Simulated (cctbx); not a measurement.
# A crystallographic session in cctbx: BaPrCo2O5

Library: cctbx 2025.11. The data are simulated by the first script.

## 1. Simulate the data

run.py:

```python
from cctbx import adptbx, crystal, miller, sgtbx, xray
from cctbx.array_family import flex
from iotbx.shelx import hklf
from scitbx import matrix
import scitbx.random

cs = crystal.symmetry(unit_cell=(3.943, 3.978, 7.644, 90, 90, 90), space_group_symbol='Hall: -P 2 2')  # Pmmm
atoms = [  # label, site, U (iso, or U11 U22 U33 U12 U13 U23 in A^2), occupancy
    ("Pr1", (0.5, 0.5, 0.5), 0.0153, 1),
    ("Ba1", (0.5, 0.5, 0), 0.0175, 1),
    ("Co1", (0, 0, 0.7413), 0.0238, 1),
    ("O1", (0.5, 0, 0.6807), 0.0286, 1),
    ("O2", (0, 0.5, 0.6925), 0.0245, 1),
    ("O3", (0, 0, 0), 0.0313, 1),
]
xs = xray.structure(crystal_symmetry=cs)
for label, site, u, occ in atoms:
    u = adptbx.u_cif_as_u_star(cs.unit_cell(), u) if isinstance(u, tuple) else u
    xs.add_scatterer(xray.scatterer(label, site=site, u=u, occupancy=occ))
xs.set_inelastic_form_factors(0.6889, "sasaki")
xs.show_summary()
p1 = xs.expand_to_p1()
ms = miller.build_set(p1, anomalous_flag=True, d_min=0.6)
flex.set_random_seed(253618)
scitbx.random.set_random_seed(253618)
ms = ms.select(flex.random_double(ms.size()) < 0.8)
i = ms.structure_factors_from_scatterers(p1, algorithm="direct").f_calc().as_intensity_array().data()
i = i * 40000 / flex.max(i)
sig = flex.sqrt(i + flex.pow2(0.06 * i) + 15 ** 2)
noise = scitbx.random.variate(scitbx.random.normal_distribution())(i.size())
data = ms.array(data=i + sig * noise, sigmas=sig).set_observation_type_xray_intensity()
with open("data.hkl", "w") as f:
    data.export_as_shelx_hklf(f)
print("reflections written:", data.size(), " <I/sigma> = %.1f" % flex.mean(data.data() / data.sigmas()))
for h, a, b in list(data.sort("data"))[:12]:
    print("%4d%4d%4d %9.1f %7.1f" % (h + (a, b)))
```

```console
$ python run.py
```

```text
Number of scatterers: 6
At special positions: 6
Unit cell: (3.943, 3.978, 7.644, 90, 90, 90)
Space group: P m m m (No. 47)
reflections written: 1854  <I/sigma> = 8.5
   2   0   0   43678.2  2380.6
   0  -2   0   40973.7  2408.4
  -1   0  -2   36935.3  2157.9
  -1   0   2   36839.6  2157.9
  -2   0   0   36386.2  2380.6
   0   2   0   36058.3  2408.4
   0  -1  -2   34301.1  2079.7
   1   0  -2   34046.4  2157.9
   1   0   2   33616.8  2157.9
  -1   1   0   32250.6  1786.2
   0   1   2   31983.9  2079.7
   1   1   0   30597.8  1786.2
```

It took 0.48 s on 1 thread of Arm Neoverse N1 (shared host), peak memory 0.07 GiB.

## 2. Symmetry

run.py:

```python
from cctbx import crystal, sgtbx, statistics
from cctbx.array_family import flex
from iotbx.shelx import hklf

p1 = crystal.symmetry(unit_cell=(3.943, 3.978, 7.644, 90, 90, 90), space_group_symbol="P 1")
raw = hklf.reader(file_name="data.hkl").as_miller_arrays(crystal_symmetry=p1, anomalous=True)[0]
print(raw.size(), "reflections to d = %.3f A" % raw.d_min())
isig = raw.data() / raw.sigmas()
print("centring   violations  <I/sigma> of those")
best = "P"
for c in "ABCIRF":
    a = raw.customized_copy(space_group_info=sgtbx.space_group_info("Hall: %s 1" % c)).sys_absent_flags().data()
    m = flex.mean(isig.select(a))
    print("%5s %10d of %5d %8.1f" % (c, (isig.select(a) > 4).count(True), a.count(True), m))
    if (isig.select(a) > 4).count(True) < 0.01 * a.count(True):
        best = c
raw = raw.select(~raw.customized_copy(space_group_info=sgtbx.space_group_info("Hall: %s 1" % best)).sys_absent_flags().data())
isig = raw.data() / raw.sigmas()
rows = []
for s in sgtbx.space_group_symbol_iterator():
    g = sgtbx.space_group(s)
    if g.conventional_centring_type_symbol() != best or not g.is_compatible_unit_cell(p1.unit_cell(), 1e-3, 0.02):
        continue
    rows.append((s, g))
print("Laue class    unique    Rint  (classes that these axes allow; Friedel mates merged)")
rint = {}
for s, g in rows:
    laue = g.build_derived_patterson_group()
    key = laue.type().hall_symbol()
    if key not in rint:
        m = raw.customized_copy(space_group_info=laue.info(), anomalous_flag=False).merge_equivalents()
        rint[key] = m.r_int()
        print("%-14s %6d %7.3f" % (laue.type().lookup_symbol(), m.array().size(), m.r_int()))
floor = min(rint.values())
good = [(s, g) for s, g in rows if rint[g.build_derived_patterson_group().type().hall_symbol()] < 2 * floor + 0.03]
top = max(g.build_derived_patterson_group().order_z() for s, g in good)
print("space group    extra absences  I>4sigma  <I/sigma>")
for s, g in good:
    laue = g.build_derived_patterson_group()
    if laue.order_z() != top:
        continue
    a = raw.customized_copy(space_group_info=g.info()).sys_absent_flags().data()
    a &= ~raw.customized_copy(space_group_info=laue.info()).sys_absent_flags().data()
    bad = (isig.select(a) > 4).count(True)
    if bad <= 0.03 * a.count(True):
        print("%-16s %8d %10d %9s  %s" % (s.universal_hermann_mauguin(), a.count(True), bad, "%.1f" % flex.mean(isig.select(a)) if a.count(True) else "-", "centric" if g.is_centric() else "acentric"))
laue = max(good, key=lambda t: t[1].build_derived_patterson_group().order_z())[1].build_derived_patterson_group()
f = raw.customized_copy(space_group_info=laue.info(), anomalous_flag=False).merge_equivalents().array().eliminate_sys_absent().f_sq_as_f()
f.set_observation_type_xray_amplitude()
bins = max(3, min(8, f.size() // 12))
f.setup_binner(n_bins=bins)
w = statistics.wilson_plot(f, {e: n / laue.order_z() for e, n in {'Pr': 1.0, 'Ba': 1.0, 'Co': 2.0, 'O': 5.0}.items()}, e_statistics=True)
print("Wilson B = %.2f A^2   <|E^2-1|> = %.3f (0.968 centric, 0.736 acentric)   E^2>4: %.1f %%" % (w.wilson_b, w.mean_e_sq_minus_1, w.percent_e_sq_gt_2))
print("shell (A)         n   <I/sigma>")
m = raw.customized_copy(space_group_info=laue.info(), anomalous_flag=False).merge_equivalents().array().eliminate_sys_absent()
for b in m.setup_binner(n_bins=bins).range_used():
    sel = m.binner().selection(b)
    print("%5.2f - %4.2f %6d %8.1f" % (min(m.binner().bin_d_range(b)[0] if m.binner().bin_d_range(b)[0] > 0 else 99, 99), m.binner().bin_d_range(b)[1], sel.count(True), flex.mean((m.data() / m.sigmas()).select(sel))))
```

```console
$ python run.py
```

```text
1854 reflections to d = 0.600 A
centring   violations  <I/sigma> of those
    A        581 of   933      8.7
    B        557 of   904      8.8
    C        552 of   917      8.5
    I        544 of   929      8.4
    R        718 of  1211      8.5
    F        845 of  1377      8.7
Laue class    unique    Rint  (classes that these axes allow; Friedel mates merged)
P -1             1129   0.042
P 1 2/m 1         651   0.045
P 1 1 2/m         623   0.049
P 2/m 1 1         651   0.047
P m m m           383   0.050
space group    extra absences  I>4sigma  <I/sigma>
P 2 2 2                 0          0         -  acentric
P m m 2                 0          0         -  acentric
P 2 m m                 0          0         -  acentric
P m 2 m                 0          0         -  acentric
P m m m                 0          0         -  centric
Wilson B = 1.39 A^2   <|E^2-1|> = 0.866 (0.968 centric, 0.736 acentric)   E^2>4: 0.0 %
shell (A)         n   <I/sigma>
 7.64 - 1.20     61     19.4
 1.20 - 0.95     48     16.7
 0.95 - 0.83     47     20.7
 0.83 - 0.76     50     16.5
 0.76 - 0.70     42     17.2
 0.70 - 0.66     41     18.6
 0.66 - 0.63     47     14.3
 0.63 - 0.60     47     14.4
```

Time: 0.62 s.

## 3. Patterson map

run.py:

```python
from cctbx import crystal, maptbx
from iotbx.shelx import hklf

cs = crystal.symmetry(unit_cell=(3.943, 3.978, 7.644, 90, 90, 90), space_group_symbol='Hall: -P 2 2')  # Pmmm
raw = hklf.reader(file_name="data.hkl").as_miller_arrays(crystal_symmetry=cs, anomalous=True)[0]
merged = raw.eliminate_sys_absent().merge_equivalents()
fo2 = merged.array().set_observation_type_xray_intensity()
f = fo2.average_bijvoet_mates().f_sq_as_f()
pm = f.patterson_map(symmetry_flags=maptbx.use_space_group_symmetry, sharpening=True, resolution_factor=0.25)
peaks = pm.peak_search(parameters=maptbx.peak_search_parameters(min_distance_sym_equiv=0.4, max_clusters=14)).all()
top = peaks.heights()[0]
print("Patterson group", f.patterson_symmetry().space_group_info())
print("      u       v       w   height  length (A)")
for x, h in zip(peaks.sites(), peaks.heights()):
    y = [t - round(t) for t in x]
    print("%7.3f %7.3f %7.3f %8.1f %8.2f" % (x + (1000 * h / top, cs.unit_cell().length(y))))
```

```console
$ python run.py
```

```text
Patterson group P m m m
      u       v       w   height  length (A)
  0.000   0.000   0.000   1000.0     0.00
  0.000   0.000   0.500    967.8     3.82
  0.500   0.500   0.251    548.2     3.39
  0.500   0.000   0.185     68.6     2.43
  0.500   0.000   0.316     66.3     3.12
  0.000   0.500   0.177     60.1     2.41
  0.500   0.500   0.500     59.0     4.74
  0.500   0.500   0.000     58.6     2.80
  0.000   0.500   0.322     57.4     3.17
  0.000   0.217   0.000     49.5     0.86
  0.000   0.217   0.500     47.7     3.92
  0.157   0.150   0.000     42.7     0.86
  0.218   0.000   0.000     41.9     0.86
  0.158   0.149   0.500     41.2     3.92
```

Time: 0.45 s.

## 4. Charge flipping

run.py:

```python
import itertools
from cctbx import crystal, maptbx
from cctbx.array_family import flex
from iotbx.shelx import hklf
from smtbx.ab_initio import charge_flipping as cf

cs = crystal.symmetry(unit_cell=(3.943, 3.978, 7.644, 90, 90, 90), space_group_symbol='Hall: -P 2 2')  # Pmmm
raw = hklf.reader(file_name="data.hkl").as_miller_arrays(crystal_symmetry=cs, anomalous=True)[0]
merged = raw.eliminate_sys_absent().merge_equivalents()
fo2 = merged.array().set_observation_type_xray_intensity()
f = fo2.average_bijvoet_mates().f_sq_as_f().resolution_filter(d_min=0.9)
p1 = f.expand_to_p1()
p1.setup_binner_counting_sorted(reflections_per_bin=max(40, p1.size() // 12))
work = p1.array(data=p1.data() / p1.amplitude_quasi_normalisations().data())
flex.set_random_seed(60520)
it = cf.weak_reflection_improved_iterator(delta=None, weak_reflection_fraction=0.2)
it.start(work, phases=flex.random_double(p1.size()) * 6.2832, f_000=0)
it.delta = 1.2 * it.rho_map.sigma()
print("cycle      R  skewness")
for n, st in enumerate(itertools.islice(it, 100)):
    if n % 8 == 0:
        print("%5d %6.3f %8.2f" % (n, st.r1_factor(), st.rho_map.skewness()))
rho = p1.phase_transfer(it.f_calc).fft_map().apply_volume_scaling()
polish = cf.low_density_elimination_iterator(constant_rho_c=rho.sigma())
polish.start(f_obs=p1, phases=it.f_calc, f_000=0)
for _ in range(8):
    next(polish)
print("origin shift          correlation  skewness")
maps = []
for fc, shift, cc in itertools.islice(cf.f_calc_symmetrisations(f, polish.f_calc, 0), 4):
    m = f.phase_transfer(fc).fft_map(symmetry_flags=maptbx.use_space_group_symmetry, resolution_factor=0.25).apply_sigma_scaling()
    maps.append((m.skewness(), cc, m))
    print("%6.3f %6.3f %6.3f %10.3f %9.2f" % (tuple(shift) + (cc, m.skewness())))
skew, cc, m = max((t for t in maps if t[1] > maps[0][1] - 0.04), key=lambda t: t[0])
print("taken: symmetry correlation %.3f, skewness %.2f" % (cc, skew))
peaks = m.peak_search(parameters=maptbx.peak_search_parameters(min_distance_sym_equiv=0.9, max_clusters=11)).all()
sps = cs.special_position_settings(min_distance_sym_equiv=0.5)
print("peak      x       y       z  mult  height/sigma")
for k, (x, h) in enumerate(zip(peaks.sites(), peaks.heights())):
    ss = sps.site_symmetry(x)
    print("Q%-3d %7.4f %7.4f %7.4f %4d %8.1f" % ((k + 1,) + tuple(t % 1 for t in ss.exact_site()) + (ss.multiplicity(), h)))
```

```console
$ python run.py
```

```text
cycle      R  skewness
    0  0.502     0.16
    8  0.516     1.06
   16  0.485     1.41
   24  0.453     2.27
   32  0.476     2.94
   40  0.465     2.20
   48  0.485     2.28
   56  0.457     2.31
   64  0.452     2.16
   72  0.443     2.56
   80  0.498     2.39
   88  0.468     2.36
   96  0.457     2.48
origin shift          correlation  skewness
 0.438  0.315 -0.007      0.993      6.21
 0.438  0.315  0.243      0.993      6.15
 0.438  0.815  1.243      0.993      6.15
 0.397  0.139  0.474      0.798      2.55
taken: symmetry correlation 0.993, skewness 6.21
peak      x       y       z  mult  height/sigma
Q1    0.0000  0.0000  0.2510    2     14.1
Q2    0.5000  0.5000  0.5000    1     10.4
Q3    0.5000  0.5000  0.0000    1      7.8
Q4    0.5000  0.5000  0.1594    2      2.0
Q5    0.5000  0.5000  0.3393    2      1.3
Q6    0.5000  0.0000  0.0590    2      1.1
Q7    0.5000  0.0000  0.5000    1      0.9
Q8    0.0000  0.0000  0.5000    1      0.9
Q9    0.0000  0.5000  0.5000    1      0.8
Q10   0.5000  0.0000  0.3288    2      0.8
Q11   0.0000  0.5000  0.1509    2      0.7
```

Time: 0.53 s.

## 5. Refinement (model from the peaks)

run.py:

```python
import math
from cctbx import adptbx, crystal, maptbx, sgtbx, xray
from cctbx.array_family import flex
from cctbx.xray import observations
from iotbx.shelx import hklf
from scitbx.lstbx import normal_eqns_solving
from smtbx import absolute_structure, utils
from smtbx.refinement import constraints, least_squares

cs = crystal.symmetry(unit_cell=(3.943, 3.978, 7.644, 90, 90, 90), space_group_symbol='Hall: -P 2 2')  # Pmmm
atoms = [  # label, site, U (iso, or U11 U22 U33 U12 U13 U23 in A^2), occupancy
    ("Co1", (0, 0, 0.251), 0.0200, 1),
    ("Pr1", (0.5, 0.5, 0.5), 0.0200, 1),
    ("O1", (0.5, 0.5, 0), 0.0200, 1),
    ("O2", (0.5, 0.5, 0.1594), 0.0200, 1),
]
xs = xray.structure(crystal_symmetry=cs)
for label, site, u, occ in atoms:
    u = adptbx.u_cif_as_u_star(cs.unit_cell(), u) if isinstance(u, tuple) else u
    xs.add_scatterer(xray.scatterer(label, site=site, u=u, occupancy=occ))
xs.set_inelastic_form_factors(0.6889, "sasaki")
raw = hklf.reader(file_name="data.hkl").as_miller_arrays(crystal_symmetry=cs, anomalous=True)[0]
merged = raw.eliminate_sys_absent().merge_equivalents()
fo2 = merged.array().set_observation_type_xray_intensity()
print("Rint %.3f, %d unique reflections to %.2f A" % (merged.r_int(), fo2.size(), fo2.d_min()))
for sc in xs.scatterers():
    sc.flags.set_grad_site(True)
    sc.flags.set_grad_u_aniso(sc.flags.use_u_aniso())
    sc.flags.set_grad_u_iso(sc.flags.use_u_iso())
obs = fo2.as_xray_observations()
extra = {}
rep = constraints.reparametrisation(xs, [], utils.connectivity_table(xs), **extra)
ls = least_squares.crystallographic_ls(obs, rep, weighting_scheme=least_squares.mainstream_shelx_weighting(a=0, b=0))
print("cycle     R1     wR2    GooF  max shift (A)")
for cycle in range(6):
    ls.build_up()
    r1, wr2, goof = ls.r1_factor(cutoff_factor=2)[0], ls.wR2(), ls.goof()
    old = xs.sites_cart()
    normal_eqns_solving.levenberg_marquardt_iterations(ls, n_max_iterations=3, tau=0.0001, step_threshold=1e-7)
    big = flex.max((xs.sites_cart() - old).norms())
    print("%4d %7.4f %7.4f %7.3f %9.5f" % (cycle + 1, r1, wr2, goof, big))
    ls.build_up(objective_only=True)
    if abs(ls.wR2() - wr2) < 5e-5 and big < 5e-4:
        break
ls.build_up()
print("final R1 %.4f wR2 %.4f GooF %.3f  parameters %d  data/parameter %.1f" % (ls.r1_factor(cutoff_factor=2)[0], ls.wR2(), ls.goof(), ls.n_parameters, fo2.size() / ls.n_parameters))
cov = ls.covariance_matrix_and_annotations()
su = dict(zip(cov.annotations, (math.sqrt(max(v, 0)) for v in cov.matrix.matrix_packed_u_diagonal())))
a2 = cs.unit_cell().reciprocal_parameters()[0] ** -2
print("atom        x        y        z      Ueq    occ   su(xyz)  su(Uiso or U11)")
for sc in xs.scatterers():
    s = max(su.get(sc.label + k, 0) for k in (".x", ".y", ".z"))
    npd = "" if sc.is_positive_definite_u(cs.unit_cell()) else "  NPD"
    print("%-5s %8.5f %8.5f %8.5f %8.4f %6.3f %8.5f %7.4f%s" % ((sc.label,) + sc.site + (sc.u_iso_or_equiv(cs.unit_cell()), sc.occupancy, s, su.get(sc.label + ".uiso", su.get(sc.label + ".u11", 0) * a2), npd)))
fo = fo2.f_sq_as_f()
fc = fo.structure_factors_from_scatterers(xs, algorithm="direct").f_calc()
diff = fo.f_obs_minus_f_calc(1 / math.sqrt(ls.scale_factor()), fc).average_bijvoet_mates()
m = diff.fft_map(symmetry_flags=maptbx.use_space_group_symmetry, resolution_factor=0.25).apply_volume_scaling()
print("difference map: max %.2f min %.2f rms %.2f" % (m.statistics().max(), m.statistics().min(), m.statistics().sigma()))
peaks = m.peak_search(parameters=maptbx.peak_search_parameters(min_distance_sym_equiv=0.6, max_clusters=7)).all()
near = xs.closest_distances(peaks.sites(), distance_cutoff=4)
sps = cs.special_position_settings(min_distance_sym_equiv=0.5)
for k, (x, h) in enumerate(zip(peaks.sites(), peaks.heights())):
    ss = sps.site_symmetry(x)
    print("Q%-3d %7.4f %7.4f %7.4f %4d %7.2f  %.2f A from %s" % ((k + 1,) + tuple(t % 1 for t in ss.exact_site()) + (ss.multiplicity(), h, near.smallest_distances[k], xs.scatterers()[near.i_seqs[k]].label)))
```

```console
$ python run.py
```

```text
Rint 0.050, 383 unique reflections to 0.60 A
cycle     R1     wR2    GooF  max shift (A)
   1  0.8147  0.9692  21.514   0.02457
   2  0.7923  0.9578  21.262   0.05194
   3  0.7847  0.9556  21.213   0.03875
   4  0.7807  0.9541  21.181   0.02803
   5  0.7754  0.9523  21.140   0.01613
   6  0.7598  0.9465  21.011   0.03326
final R1 0.7715 wR2 0.9524 GooF 21.141  parameters 6  data/parameter 63.8
atom        x        y        z      Ueq    occ   su(xyz)  su(Uiso or U11)
Co1    0.00000  0.00000  0.25232   0.0148  1.000  0.00569  0.0326
Pr1    0.50000  0.50000  0.50000   0.0001  1.000  0.00000  0.0053
O1     0.50000  0.50000  0.00000   0.0001  1.000  0.00000  0.0364
O2     0.50000  0.50000  0.18461   0.0008  1.000  0.02650  0.0278
difference map: max 1181.13 min -40.23 rms 42.98
Q1    0.5000  0.5000  0.0000    1 1288.73  0.00 A from O1
Q2    0.5000  0.5000  0.5000    1 1116.75  0.00 A from Pr1
Q3    0.0000  0.0000  0.2551    2  366.33  0.02 A from Co1
Q4    0.0000  0.5000  0.3122    2   57.66  2.04 A from Co1
Q5    0.0000  0.0000  0.5000    1   55.34  1.89 A from Co1
Q6    0.5000  0.0000  0.3244    2   55.16  2.05 A from Co1
Q7    0.0000  0.0000  0.0000    1   50.08  1.93 A from Co1
```

Time: 0.86 s.

Figures of merit this high mean that the model is still wrong or incomplete.

## 6. Charge flipping

run.py, as its changes from the last script of this kind:

```diff
@@ -13,3 +13,2 @@
-p1.setup_binner_counting_sorted(reflections_per_bin=max(40, p1.size() // 12))
-work = p1.array(data=p1.data() / p1.amplitude_quasi_normalisations().data())
-flex.set_random_seed(60520)
+work = p1
+flex.set_random_seed(60521)
@@ -20,2 +19,2 @@
-for n, st in enumerate(itertools.islice(it, 100)):
-    if n % 8 == 0:
+for n, st in enumerate(itertools.islice(it, 200)):
+    if n % 16 == 0:
```

```console
$ python run.py
```

```text
cycle      R  skewness
    0  0.526     0.42
   16  0.340     3.45
   32  0.344     2.95
   48  0.314     2.90
   64  0.335     3.02
   80  0.311     2.81
   96  0.285     2.71
  112  0.287     2.64
  128  0.277     2.74
  144  0.297     2.77
  160  0.254     2.80
  176  0.300     2.76
  192  0.268     2.89
origin shift          correlation  skewness
 0.259  0.225  0.334      0.808      0.68
 0.344  0.215  0.119      0.816      1.54
 0.370  0.458  0.124      0.794      0.58
 0.370  0.458  0.374      0.793      0.60
taken: symmetry correlation 0.816, skewness 1.54
peak      x       y       z  mult  height/sigma
Q1    0.5000  0.5000  0.1448    2      6.5
Q2    0.5000  0.5000  0.3565    2      6.2
Q3    0.0000  0.0000  0.4052    2      5.6
Q4    0.0000  0.0000  0.0940    2      5.3
Q5    0.0000  0.1665  0.2499    4      2.7
Q6    0.2833  0.5000  0.5000    2      2.4
Q7    0.5000  0.0000  0.5000    1      2.3
Q8    0.5000  0.0000  0.0000    1      1.8
Q9    0.2831  0.5000  0.0000    2      1.7
Q10   0.1440  0.3550  0.2936    8      1.6
Q11   0.5000  0.0000  0.2293    2      1.2
```

It took 0.49 s on 1 thread of Arm Neoverse N1, with other jobs on the host, peak memory 0.07 GiB.

[Logs are printed without paths, hosts, clocks, repeated set-up lines and the standing remarks that a program may print on its own settings, such as how far it seeks lower states.]
